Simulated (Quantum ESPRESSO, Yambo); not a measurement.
# A GW chain in Yambo: SrAlGeH (P3m1), part 2 of 3

Wanted: ground state, empty states, screening and self-energy for SrAlGeH (P3m1).

Quantum ESPRESSO 7.5 and Yambo 5.3.0; LDA and many-body steps on it, plane waves. Known limits of the many-body steps: not at the basis limit; exchange with frozen shells missing; no spin-orbit coupling; coarse k mesh.

So far. Step 2 (Ground state): The gap is indirect, with the least direct gap 0.66 eV higher. Step 3 (Bands along the symmetry lines): The gap is 0.631 eV, −0.032 eV from the run before at this level.

## Step 4: Empty states on the mesh, 3×3×4 mesh, 96 bands

Level of this step: DFT, LDA, plane waves, norm-conserving pseudopotentials (Quantum ESPRESSO).

The sums over transitions need many empty states on a uniform mesh; this step solves for them.

The input, pw.in:

```
&control
  calculation = 'nscf'
  prefix = 'x'
  outdir = 'o'
  pseudo_dir = 'pseudo'
/
&system
  ibrav = 0
  nat = 4
  ntyp = 4
  ecutwfc = 70.0
  nbnd = 96
  force_symmorphic = .true.
/
&electrons
  conv_thr = 1e-9
  electron_maxstep = 80
  diago_full_acc = .true.
  diago_thr_init = 5e-6
/
ATOMIC_SPECIES
  Sr 87.62 Sr.upf
  Al 26.982 Al.upf
  Ge 72.63 Ge.upf
  H 1.008 H.upf
CELL_PARAMETERS angstrom
  4.2657904268 0.0000000000 0.0000000000
  -2.1328952134 3.6942828768 0.0000000000
  0.0000000000 0.0000000000 4.9672680000
ATOMIC_POSITIONS crystal
  Sr 0.3333333333 0.6666666667 0.0046010000
  Al 0.0000000000 0.0000000000 0.4580490000
  Ge 0.6666666667 0.3333333333 0.5612960000
  H 0.0000000000 0.0000000000 0.1052520000
K_POINTS automatic
  3 3 4 0 0 0
```

Command:

```
OMP_NUM_THREADS=1 mpirun -n 4 pw.x -nk 4 -in pw.in > pw.out
```

The log of the run:

```text
[banner, memory and clock lines left out]
Program PWSCF v.7.5 starts

     Atomic positions and unit cell read from directory:
     o/x.save/

     Message from routine setup:
     using ibrav=0 with symmetry is DISCOURAGED, use correct ibrav instead

     G-vector sticks info

     bravais-lattice index     =            0
     lattice parameter (alat)  =       8.0612  a.u.
     unit-cell volume          =     528.2553 (a.u.)^3
     number of atoms/cell      =            4
     number of atomic types    =            4
     number of electrons       =        28.00
     number of Kohn-Sham states=           96
     kinetic-energy cutoff     =      70.0000  Ry
     charge density cutoff     =     280.0000  Ry
     Exchange-correlation= SLA  PW   NOGX NOGC
                           (   1   4   0   0   0   0   0)

     celldm(1)=   8.061176  celldm(2)=   0.000000  celldm(3)=   0.000000
     celldm(4)=   0.000000  celldm(5)=   0.000000  celldm(6)=   0.000000

     crystal axes: (cart. coord. in units of alat)
               a(1) = (   1.000000   0.000000   0.000000 )
               a(2) = (  -0.500000   0.866025   0.000000 )
               a(3) = (   0.000000   0.000000   1.164443 )

     reciprocal axes: (cart. coord. in units 2 pi/alat)
               b(1) = (  1.000000  0.577350 -0.000000 )
               b(2) = (  0.000000  1.154701  0.000000 )
               b(3) = (  0.000000 -0.000000  0.858780 )
     Pseudo is Norm-conserving + core correction, Zval = 10.0
     Generated using ONCVPSP code by D. R. Hamann
     Using radial grid of 1812 points,  6 beta functions with:
     Pseudo is Norm-conserving + core correction, Zval =  3.0
     Generated using ONCVPSP code by D. R. Hamann
     Using radial grid of 1854 points,  6 beta functions with:
     Pseudo is Norm-conserving + core correction, Zval = 14.0
     Generated using ONCVPSP code by D. R. Hamann
     Using radial grid of 1524 points,  6 beta functions with:
     Pseudo is Norm-conserving, Zval =  1.0
     Generated using ONCVPSP code by D. R. Hamann
     Using radial grid of 1180 points,  3 beta functions with:
     Sr               10.00    87.62000     Sr( 1.00)
     Al                3.00    26.98200     Al( 1.00)
     Ge               14.00    72.63000     Ge( 1.00)
     H                 1.00     1.00800     H ( 1.00)

      6 Sym. Ops. (no inversion) found

   Cartesian axes

     site n.     atom                  positions (alat units)
         1        Sr     tau(   1) = (  -0.0000000   0.5773503   0.0053576  )
         2        Al     tau(   2) = (   0.0000000   0.0000000   0.5333718  )
         3        Ge     tau(   3) = (   0.5000000   0.2886751   0.6535970  )
         4        H      tau(   4) = (   0.0000000   0.0000000   0.1225599  )

     number of k points=    10
                       cart. coord. in units 2pi/alat
        k(    1) = (   0.0000000   0.0000000   0.0000000), wk =   0.0555556
        k(    2) = (   0.0000000   0.0000000   0.2146950), wk =   0.1111111
        k(    3) = (   0.0000000   0.0000000  -0.4293900), wk =   0.0555556
[...]
k(    9) = (   0.3333333   0.5773503  -0.4293900), wk =   0.1111111
        k(   10) = (   0.0000000  -0.3849002   0.2146950), wk =   0.3333333

     Dense  grid:    41785 G-vectors     FFT dimensions: (  45,  45,  50)

     The potential is recalculated from file :
     o/x.save/charge-density

     Starting wfcs are   19 randomized atomic wfcs +   77 random wfcs

     Band Structure Calculation

     End of band structure calculation

          k = 0.0000 0.0000 0.0000 (  5245 PWs)   bands (ev):

   -27.5155 -16.1016 -16.1016 -16.0352 -16.0352 -16.0241  -9.6460  -9.4844
    -9.4844  -2.2406   2.9785   6.1835   7.0104   7.0104   8.8308  10.7307
    10.7307  11.9563  11.9563  12.0451  12.1423  12.1423  12.6793  14.8321
[...]
k = 0.0000 0.0000 0.2147 (  5269 PWs)   bands (ev):

[...]
k = 0.0000 0.0000-0.4294 (  5232 PWs)   bands (ev):

[...]
48.3324  48.3324  48.7631  49.5738  49.5738  51.5304  51.6058  51.6058
    53.1868  53.1868  53.2268  53.2268  54.2684  56.3281  57.0208  60.8813

          k = 0.0000 0.3849 0.0000 (  5232 PWs)   bands (ev):

     [... further k-points ...]

     highest occupied, lowest unoccupied level (ev):     7.6031    8.4862

     XML data file, pseudopotentials, collected wavefunctions
```

Wall time 12 s (4 MPI ranks of Arm Neoverse V2, shared host); peak memory 0.4 GiB; 48 s of CPU time.

This step gave:

```yaml
gap: 0.8831 eV
k_of_the_valence_top: 0, 0, -0.5
k_of_the_conduction_bottom: 0, 0.3333, 0.25
least_direct_gap: 1.327 eV
k_points_computed: 10
lowest_point_of_the_top_converged_band_above_the_valence_top: 50.2959 eV
```

On this mesh the gap is 0.883 eV. The earlier step found 0.662 eV, so this mesh misses an edge.

## Step 5: Conversion and set-up

This step: Yambo 5.3.0; conversion and set-up on LDA, plane waves, norm-conserving pseudopotentials.

The states are converted to the many-body program's format and the q mesh is built.

Command:

```
(cd o/x.save; p2y > p2y.log; mv SAVE ../..); yambo > setup.log
```

The log of the run:

```text
 Yambo, version 5.3.0

 [02] CORE Variables Setup
 =========================

  [02.01] Unit cells
  ==================

  Cell kind             :  HCP
  Atoms in the cell     :  Sr  Al  Ge  H
  number of Sr atoms    :  1
  number of Al atoms    :  1
  number of Ge atoms    :  1
  number of H  atoms    :  1

  List of atomic masses
  Mass of Sr    :  87.62000
  Mass of Al    :  26.98200
  Mass of Ge    :  72.63000
  Mass of H     :  1.008000

  List of atomic coordinates    : [cc]
  Sr1       : -0.40306E-09   4.6541      0.43189E-01  order 1
  Al1       :  0.000000  0.000000  4.299603  order 2
  Ge1       :  4.030588  2.327061  5.268760  order 3
  H1       :  0.000000  0.000000  0.987977  order 4

  Alat factors          :  8.061176  6.981183  9.386776 [a.u.]
  Direct lattice volume :  528.2553 [a.u.]
  Direct lattice vectors:  A[ 1 ]  A[ 2 ]  A[ 3 ]
   A[ 1 ]:  1.000000  0.000000  0.000000  [iru]
   8.061176  0.000000  0.000000  [cc]
   A[ 2 ]: -0.500000  1.000000  0.000000  [iru]
  -4.030588  6.981183  0.000000  [cc]
   A[ 3 ]:  0.000000  0.000000  1.000000  [iru]
   0.000000  0.000000  9.386776  [cc]

  Recip. lattice volume :  0.469565 [a.u.]
  Recip. lattice vectors:  B[ 1 ]  B[ 2 ]  B[ 3 ]
   B[ 1 ]:  1.000000  0.500000  0.000000  [iku]
   0.779438  0.450009 -0.000000  [cc]
   B[ 2 ]:  0.000000  1.000000  0.000000  [iku]
   0.000000  0.900017  0.000000  [cc]
   B[ 3 ]:  0.000000  0.000000  1.000000  [iku]
   0.000000 -0.000000  0.669366  [cc]

  [02.02] Symmetries
  ==================

  Inversion symmetry    : yes
  Spatial inversion     : no
  Inversion index       :   7
  K-space Time-reversal : yes
  Magnetic symmetries   : no
  Time-reversal derived K-space symmetries:   7  12
  Group table correct   : yes
  Symmetries units      :  [cc]

   [S  1]:   1.0000       0.0000       0.0000      0.20819E-16   1.0000       0.0000       0.0000       0.0000       1.0000
   [S  2]: -0.500000  0.866025  0.000000 -0.866025 -0.500000  0.000000  0.000000  0.000000  1.000000
   [S  3]: -0.500000 -0.866025  0.000000  0.866025 -0.500000  0.000000  0.000000  0.000000  1.000000
   [S  4]:  -1.0000       0.0000       0.0000     -0.20819E-16   1.0000       0.0000       0.0000       0.0000       1.0000
   [S  5]:  0.500000  0.866025  0.000000  0.866025 -0.500000  0.000000  0.000000  0.000000  1.000000
   [S  6]:  0.500000 -0.866025  0.000000 -0.866025 -0.500000  0.000000  0.000000  0.000000  1.000000
   [S* 7]:  -1.0000      -0.0000      -0.0000     -0.20819E-16  -1.0000      -0.0000      -0.0000      -0.0000      -1.0000
   [S* 8]:  0.500000 -0.866025 -0.000000  0.866025  0.500000 -0.000000 -0.000000 -0.000000 -1.000000
   [S* 9]:  0.500000  0.866025 -0.000000 -0.866025  0.500000 -0.000000 -0.000000 -0.000000 -1.000000
   [S*10]:   1.0000      -0.0000      -0.0000      0.20819E-16  -1.0000      -0.0000      -0.0000      -0.0000      -1.0000
[...]
Grid dimensions      :   4   3   3
  K lattice UC volume  :  0.013043 [a.u.]

  IBZ K-points                                      :  10
  BZ  K-points                                      :   36

  K/Q-points units:
  rlu = crystal or reduced units; cc = cartesian coordinates; iku = interal k-units

  K [ 1]         [rlu]:  0.000000  0.000000  0.000000
         WF components:   5245
  K [ 2]         [rlu]:  0.000000  0.000000  0.250000
         WF components:   5269
  K [ 3]         [rlu]:  0.000000  0.000000 -0.500000
         WF components:   5232
[...]
K [ 8]         [rlu]:  0.333333  0.333333  0.250000
[...]
K [ 9]         [rlu]:  0.333333  0.333333 -0.500000
         WF components:   5214
  K [10]         [rlu]:  0.000000 -0.333333  0.250000
         WF components:   5218

  [02.05] Energies & Occupations
  ==============================

  [X] === General ===
  [X] Electronic Temperature                        :  0.000000  0.000000 [eV K]
  [X] Bosonic    Temperature                        :  0.000000  0.000000 [eV K]
  [X] Finite Temperature mode                       : no
  [X] El. density                                   :  0.35769E+24 [cm-3]
  [X] Fermi Level                                   :  7.603064 [eV]

  [X] === Gaps and Widths ===
  [X] Conduction Band Min                           :  0.883094 [eV]
  [X] Valence Band Max                              :  0.000000 [eV]
  [X] Filled Bands                                  :  14
  [X] Empty Bands                                   :   15   96
  [X] Direct Gap                                    :  1.326929 [eV]
  [X] Direct Gap localized at k                     :  3
  [X] Indirect Gap                                  :  0.883094 [eV]
  [X] Indirect Gap between kpts                     :   3   5
  [X] Last valence band width                       :  1.316434 [eV]
  [X] 1st conduction band width                     :  1.628046 [eV]

  E @ K [ 1]:  [eV]
  -35.11858 -23.70463 -23.70463 -23.63827 -23.63827 -23.62715 -17.24903 -17.08747
[...]
occ @ K [ 1]
[...]
E @ K [ 2]:  [eV]
[...]
occ @ K [ 2]
[...]
E @ K [ 3]:  [eV]
[...]
occ @ K [ 3]
[...]
E @ K [ 8]:  [eV]
[...]
occ @ K [ 8]
[...]
E @ K [ 9]:  [eV]
[...]
occ @ K [ 9]
[...]
E @ K [10]:  [eV]
[...]
occ @ K [10]
[...]
0.000000  0.000000  0.000000  0.000000  0.000000  0.000000  0.000000  0.000000
   0.000000  0.000000  0.000000  0.000000  0.000000  0.000000  0.000000  0.000000

 [03] Transferred momenta grid and indexing
 ==========================================

 IBZ Q-points                                      :  10
 BZ  Q-points                                      :   36

 K/Q-points units:
 rlu = crystal or reduced units; cc = cartesian coordinates; iku = interal k-units

 Q [ 1]         [rlu]:  0.000000  0.000000  0.000000
 Q [ 2]         [rlu]:  0.000000  0.000000  0.250000
 Q [ 3]         [rlu]:  0.000000  0.000000 -0.500000
[...]
Q [ 8]         [rlu]:  0.333333  0.333333  0.250000
 Q [ 9]         [rlu]:  0.333333  0.333333 -0.500000
 Q [10]         [rlu]: -0.80131E-17 -0.33333      0.25000

  [03.01] X indexes
  =================

   [03.01.01] Sigma indexes
   ========================

 [06] Game Over & Game summary
```

The job ended after 3 s (1 MPI rank; peak memory 0.24 GiB).

[end of part 2 of 3]

[Paths, hosts, dates, memory and timing lines, banners, echoed tables and standing remarks are left out of the program output.]

[Logs are printed without paths, hosts, clocks, repeated set-up lines and the standing remarks that a program may print on its own settings, such as how far it seeks lower states.]

[Runs of the session that timed out or met a known fault of the program may be left out.]

[Hosts, paths, dates, database ids (printed as entryN), source tags and the programs' standing remarks are cut or masked in the printed files.]
